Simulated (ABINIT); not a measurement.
# A GW chain in ABINIT: BaLiF3 (Pm-3m)

How does a plane-wave GW calculation on BaLiF3 (Pm-3m) run from the first input to the gap?

Main program and level: ABINIT 10.8.3; LDA and many-body steps on it, plane waves.

This is a report of a sequence of runs, with the program logs left out and the cost of each run kept.

### 1. The structure

The structure is cubic, space group Pm-3m (No. 221). Conventional cell: a = 3.989 Å, b = 3.989 Å, c = 3.989 Å, α = 90.00°, β = 90.00°, γ = 90.00°. Nearest to Ba lie 12 F at 2.82 Å. Nearest to Li lie 6 F at 1.99 Å. Nearest to F lie 2 Li at 1.99 Å and 4 Ba at 2.82 Å. Farther neighbours, and contacts between anions beyond the nearest, are not listed.

As a file:

```cif
data_structure
_symmetry_space_group_name_H-M 'P 1'
_symmetry_Int_Tables_number 1
_cell_length_a 3.9886
_cell_length_b 3.9886
_cell_length_c 3.9886
_cell_angle_alpha 90.000
_cell_angle_beta 90.000
_cell_angle_gamma 90.000
_cell_volume 63.45
loop_
_atom_site_label
_atom_site_type_symbol
_atom_site_fract_x
_atom_site_fract_y
_atom_site_fract_z
_atom_site_occupancy
Ba1 Ba 0.00000 0.00000 0.00000 1
Li2 Li 0.50000 0.50000 0.50000 1
F3 F 0.00000 0.50000 0.50000 1
F4 F 0.50000 0.50000 0.00000 1
F5 F 0.50000 0.00000 0.50000 1
```

The cell and positions are those that the Materials Project relaxed with its own functionals (PBE, PBE+U or r2SCAN), kept fixed.

### 2. Ground state

This step: ABINIT 10.8.3; DFT, LDA, plane waves, norm-conserving pseudopotentials.

The ground-state density comes first.

Contents of run.abi:

```
acell 3*1.0 Angstrom
rprim 
  3.988581640000 0.000000000000 0.000000000000
  0.000000000000 3.988581640000 0.000000000000
  0.000000000000 0.000000000000 3.988581640000
ntypat 3
znucl 56 3 9
natom 5
typat 1 2 3 3 3
xred 
  0.000000000000 0.000000000000 0.000000000000
  0.500000000000 0.500000000000 0.500000000000
  0.000000000000 0.500000000000 0.500000000000
  0.500000000000 0.500000000000 0.000000000000
  0.500000000000 0.000000000000 0.500000000000
pp_dirpath "pseudos"
pseudos "Ba.upf, Li.upf, F.upf"
ecut 36
ngkpt 6 6 6
nshiftk 1
shiftk 0 0 0
kptopt 1
chksymbreak 0
nband 23
occopt 1
tolvrs 1e-10
nstep 60
prtwf 0
optforces 0
optstress 0
indata_prefix "in"
outdata_prefix "out"
tmpdata_prefix "tmp"
```

Command:

```console
OMP_NUM_THREADS=1 mpirun -n 4 abinit run.abi > log
```

The job ended after 38 s (4 MPI ranks of Arm Neoverse N1, shared host; peak memory 0.34 GiB).

Read from the output:

| Item | Value |
| --- | --- |
| total energy | -2977.3814 eV |
| gap | 6.550 eV |
| k of the valence top | 0, 0, 0 |
| k of the conduction bottom | 0, 0, 0 |
| least direct gap | 6.550 eV |

The gap is direct, at Γ.

### 3. Bands along the symmetry lines

Levels along a band path, at the cheap level, show where the edges lie and whether the meshes to come will hold them.

Contents of run.abi:

```
acell 3*1.0 Angstrom
rprim 
  3.988581640000 0.000000000000 0.000000000000
  0.000000000000 3.988581640000 0.000000000000
  0.000000000000 0.000000000000 3.988581640000
ntypat 3
znucl 56 3 9
natom 5
typat 1 2 3 3 3
xred 
  0.000000000000 0.000000000000 0.000000000000
  0.500000000000 0.500000000000 0.500000000000
  0.000000000000 0.500000000000 0.500000000000
  0.500000000000 0.500000000000 0.000000000000
  0.500000000000 0.000000000000 0.500000000000
pp_dirpath "pseudos"
pseudos "Ba.upf, Li.upf, F.upf"
ecut 36
iscf -2
irdden 1
kptopt 0
nkpt 50
kpt 
  0.00000000 0.00000000 0.00000000
  0.00000000 0.06250000 0.00000000
  0.00000000 0.12500000 0.00000000
  0.00000000 0.18750000 0.00000000
  0.00000000 0.25000000 0.00000000
  0.00000000 0.31250000 0.00000000
  0.00000000 0.37500000 0.00000000
  0.00000000 0.43750000 0.00000000
  0.00000000 0.50000000 0.00000000
  0.06250000 0.50000000 0.00000000
  0.12500000 0.50000000 0.00000000
  0.18750000 0.50000000 0.00000000
  0.25000000 0.50000000 0.00000000
  0.31250000 0.50000000 0.00000000
  0.37500000 0.50000000 0.00000000
  0.43750000 0.50000000 0.00000000
  0.50000000 0.50000000 0.00000000
  0.43750000 0.43750000 0.00000000
  0.37500000 0.37500000 0.00000000
  0.31250000 0.31250000 0.00000000
  0.25000000 0.25000000 0.00000000
  0.18750000 0.18750000 0.00000000
  0.12500000 0.12500000 0.00000000
  0.06250000 0.06250000 0.00000000
  0.00000000 0.00000000 0.00000000
  0.06250000 0.06250000 0.06250000
  0.12500000 0.12500000 0.12500000
  0.18750000 0.18750000 0.18750000
  0.25000000 0.25000000 0.25000000
  0.31250000 0.31250000 0.31250000
  0.37500000 0.37500000 0.37500000
  0.43750000 0.43750000 0.43750000
  0.50000000 0.50000000 0.50000000
  0.43750000 0.50000000 0.43750000
  0.37500000 0.50000000 0.37500000
  0.31250000 0.50000000 0.31250000
  0.25000000 0.50000000 0.25000000
  0.18750000 0.50000000 0.18750000
  0.12500000 0.50000000 0.12500000
  0.06250000 0.50000000 0.06250000
  0.00000000 0.50000000 0.00000000
  0.50000000 0.50000000 0.50000000
  0.50000000 0.50000000 0.43750000
  0.50000000 0.50000000 0.37500000
  0.50000000 0.50000000 0.31250000
  0.50000000 0.50000000 0.25000000
  0.50000000 0.50000000 0.18750000
  0.50000000 0.50000000 0.12500000
  0.50000000 0.50000000 0.06250000
  0.50000000 0.50000000 0.00000000
istwfk *1
nband 24
nbdbuf 2
tolwfr 1e-08
nstep 40
prtwf 0
prtvol 0
indata_prefix "in"
outdata_prefix "out"
tmpdata_prefix "tmp"
```

Run time: 39 s. Hardware: 4 MPI ranks; peak memory 0.34 GiB; 2.6 min of CPU time.

Read from the output:

```
gap                        : 6.550 eV
k of the valence top       : 0, 0, 0
k of the conduction bottom : 0, 0, 0
least direct gap           : 6.550 eV
```

The gap is 6.550 eV, as in the run before at this level.

The electronic bands at the labelled points (eV, zero at the top of the highest filled band):

| point | band 14 | band 15 | band 16 | band 17 | band 18 | band 19 | band 20 | band 21 |
| --- | --- | --- | --- | --- | --- | --- | --- | --- |
| Γ | -0.84 | 0.00 | 0.00 | 0.00 | 6.55 | 6.55 | 7.90 | 9.87 |
| halfway | -0.91 | -0.50 | -0.18 | -0.18 | 7.25 | 7.53 | 9.25 | 10.07 |
| X | -0.78 | -0.78 | -0.47 | -0.47 | 8.01 | 8.51 | 10.31 | 10.76 |
| halfway | -0.91 | -0.75 | -0.39 | -0.31 | 8.55 | 9.61 | 9.74 | 10.56 |
| M | -0.62 | -0.62 | -0.21 | -0.19 | 8.82 | 9.13 | 10.79 | 10.79 |
| halfway | -0.82 | -0.71 | -0.40 | -0.04 | 7.84 | 8.61 | 9.45 | 10.35 |
| Γ | -0.84 | 0.00 | 0.00 | 0.00 | 6.55 | 6.55 | 7.90 | 9.87 |
| halfway | -1.17 | -0.50 | -0.15 | -0.15 | 8.73 | 8.73 | 9.32 | 10.12 |
| R | -0.20 | -0.15 | -0.15 | -0.15 | 7.97 | 7.97 | 7.97 | 12.03 |
| halfway | -0.50 | -0.44 | -0.39 | -0.33 | 9.26 | 9.33 | 9.34 | 9.44 |
| X | -0.78 | -0.78 | -0.47 | -0.47 | 8.01 | 8.51 | 10.31 | 10.76 |
| jump to R | -0.20 | -0.15 | -0.15 | -0.15 | 7.97 | 7.97 | 7.97 | 12.03 |
| halfway | -0.45 | -0.45 | -0.21 | -0.17 | 8.40 | 9.05 | 9.05 | 10.13 |
| M | -0.62 | -0.62 | -0.21 | -0.19 | 8.82 | 9.13 | 10.79 | 10.79 |

### 4. Empty states on the mesh, 2×2×2 mesh, 63 bands

The sums over transitions need many empty states on a uniform mesh; this step solves for them.

Contents of run.abi:

```
acell 3*1.0 Angstrom
rprim 
  3.988581640000 0.000000000000 0.000000000000
  0.000000000000 3.988581640000 0.000000000000
  0.000000000000 0.000000000000 3.988581640000
ntypat 3
znucl 56 3 9
natom 5
typat 1 2 3 3 3
xred 
  0.000000000000 0.000000000000 0.000000000000
  0.500000000000 0.500000000000 0.500000000000
  0.000000000000 0.500000000000 0.500000000000
  0.500000000000 0.500000000000 0.000000000000
  0.500000000000 0.000000000000 0.500000000000
pp_dirpath "pseudos"
pseudos "Ba.upf, Li.upf, F.upf"
ecut 36
ngkpt 2 2 2
nshiftk 1
shiftk 0 0 0
kptopt 1
chksymbreak 0
iscf -2
irdden 1
istwfk *1
nband 63
nbdbuf 4
tolwfr 1e-09
nstep 60
prtvol 0
indata_prefix "in"
outdata_prefix "out"
tmpdata_prefix "tmp"
```

It took 16 s on 4 MPI ranks; peak memory 0.29 GiB.

Read from the output:

| Property | Result |
| --- | --- |
| gap | 6.550 eV |
| k of the valence top | 0, 0, 0 |
| k of the conduction bottom | 0, 0, 0 |
| least direct gap | 6.550 eV |
| k points computed | 4 |
| lowest point of the top converged band, above the valence top | 39.93 eV |

On this mesh the gap is 6.550 eV.

### 5. Screening, 2×2×2 mesh, 59 bands, screening to 106.1 eV

The RPA dielectric matrix is built and inverted for each q.

This step: RPA screening on LDA, plane waves, norm-conserving pseudopotentials.

run.abi: that of step 4 with these lines changed.

```diff
@@ -23,10 +23,11 @@
 chksymbreak 0
-iscf -2
-irdden 1
 istwfk *1
-nband 63
-nbdbuf 4
-tolwfr 1e-09
-nstep 60
-prtvol 0
+occopt 1
+irdwfk 1
+optdriver 3
+nband 59
+ecuteps 3.9
+inclvkb 2
+awtr 1
+symchi 1
 indata_prefix "in"
```

It took 10 s on 4 MPI ranks; peak memory 0.55 GiB.

Numbers from this step:

```yaml
eps_infinity_with_local_fields_on_this_mesh: 2.678
eps_infinity_without_local_fields_on_this_mesh: 2.889
plasma_frequency: 27.18 eV
plane_waves_in_the_screening_matrix: 171
```

Local fields lower ε∞ by 7 %. On a Γ-centred mesh this coarse the value itself is usually too large, while a short band sum pulls it down.

### 6. Self-energy, 2×2×2 mesh, 59 bands, screening to 106.1 eV

The self-energy is evaluated for the states that the input lists, and the quasiparticle equation is solved.

This step: G0W0 on LDA, plane waves, norm-conserving pseudopotentials.

run.abi: that of step 5 with these lines changed.

```diff
@@ -26,8 +26,15 @@
 irdwfk 1
-optdriver 3
+optdriver 4
 nband 59
+gwcalctyp 0
+ecutsigx 36
+symsigma 1
+nkptgw 1
+kptgw 
+  0.0000000000 0.0000000000 0.0000000000
+bdgw 
+  15 19
 ecuteps 3.9
-inclvkb 2
-awtr 1
-symchi 1
+irdscr 1
+ppmodel 1
 indata_prefix "in"
```

The job ended after 5.6 s (4 MPI ranks; peak memory 0.19 GiB).

Read from the output:

```yaml
g0w0_gap_on_the_mesh: 10.01 eV
starting_gap_on_the_mesh: 6.550 eV
k_of_the_valence_top: 0, 0, 0
k_of_the_conduction_bottom: 0, 0, 0
z_at_the_valence_top: 0.806
z_at_the_conduction_bottom: 0.879
least_direct_g0w0_gap_on_the_computed_points: 10.01 eV
```

The gap on the mesh goes from 6.55 eV to 10.01 eV, a correction of +3.46 eV.

Limits: finite bands, cutoff and mesh; no spin-orbit coupling; coarse k mesh. v1 is the top filled band, c1 the lowest empty one. The levels before and after the correction (eV, zero at the valence-band top of each column):

|  | conduction bottom | valence top |
| --- | --- | --- |
| Kohn-Sham | 6.55 | 0.00 |
| G0W0 | 10.01 | 0.00 |

|  | level | energy (eV) |
| --- | --- | --- |
| Kohn-Sham | Γ v3-v1 | 0.000 |
| Kohn-Sham | Γ c1-c2 | 6.550 |
| G0W0 | Γ v3-v1 | 0.000 |
| G0W0 | Γ c1-c2 | 10.007 |

### 7. Where the time went

Times are wall times on 4 MPI ranks of Arm Neoverse N1, shared host, good to a factor of about two.

| step | time | share | memory (GiB) |
| --- | --- | --- | --- |
| ground state | 38 s | 35 % | 0.34 |
| bands along the symmetry lines | 39 s | 35 % | 0.34 |
| empty states on the mesh | 16 s | 15 % | 0.29 |
| screening | 10 s | 9 % | 0.55 |
| self-energy | 5.6 s | 5 % | 0.19 |

### 8. Summary of results

```
LDA gap              : 6.55 eV, direct
G0W0 gap on the mesh : 10.01 eV
GW settings          : 2×2×2 mesh, 59 bands, screening to 106.1 eV, Godby-Needs plasmon pole
known limits         : short of the basis limit; no spin-orbit coupling; coarse k mesh
```

What this shows: G0W0 moves the gap on the mesh from 6.55 eV to 10.01 eV (+3.46 eV), with Z of 0.81 and 0.88 at the edges. Local fields lower the RPA ε∞ on this mesh from 2.89 to 2.68; a Γ-centred mesh this coarse tends to raise both, most where the direct gap is narrow, while a short band sum lowers them. Bands and cutoff are finite, so the gap stands short of the basis limit, usually by up to a few tenths of an eV; the mesh is an error of its own. The 2×2×2 mesh is coarse for this cell, which bears on the long-range parts of exchange and screening. This is the ideal cubic cell; many perovskites, halides above all, are cubic only on average, and local tilts or off-centring can widen the gap. The many-body steps are scalar-relativistic: spin-orbit coupling is not in them.

[Long decimals in the printed logs are rounded to 6 places.]

[Logs are printed without paths, hosts, clocks, repeated set-up lines and the standing remarks that a program may print on its own settings, such as how far it seeks lower states.]

[Paths, hosts, dates, memory and timing lines, banners, echoed tables and standing remarks are left out of the program output; an Ansatz launch command may be rebuilt from the run's recorded settings. Measured values are a selection of at most five: reports struck by readers or far from the other reports are left out. None is set beside runs whose start may be inverted or whose files or cutoffs have a known fault.]

[Runs of the session that timed out or met a known fault of the program may be left out.]

[Hosts, paths, dates, database ids (printed as entryN), source tags and the programs' standing remarks are cut or masked in the printed files.]

[G0W0 gaps are taken among the corrected bands and points alone; a level outside them can change the order at an edge.]

[Where Ansatz stands beside ABINIT at settings called matched, ABINIT's density can come from a denser mesh and the files from another edition; pairs whose starting gaps differed by over 0.03 eV were left out, so agreement reads better than it is.]
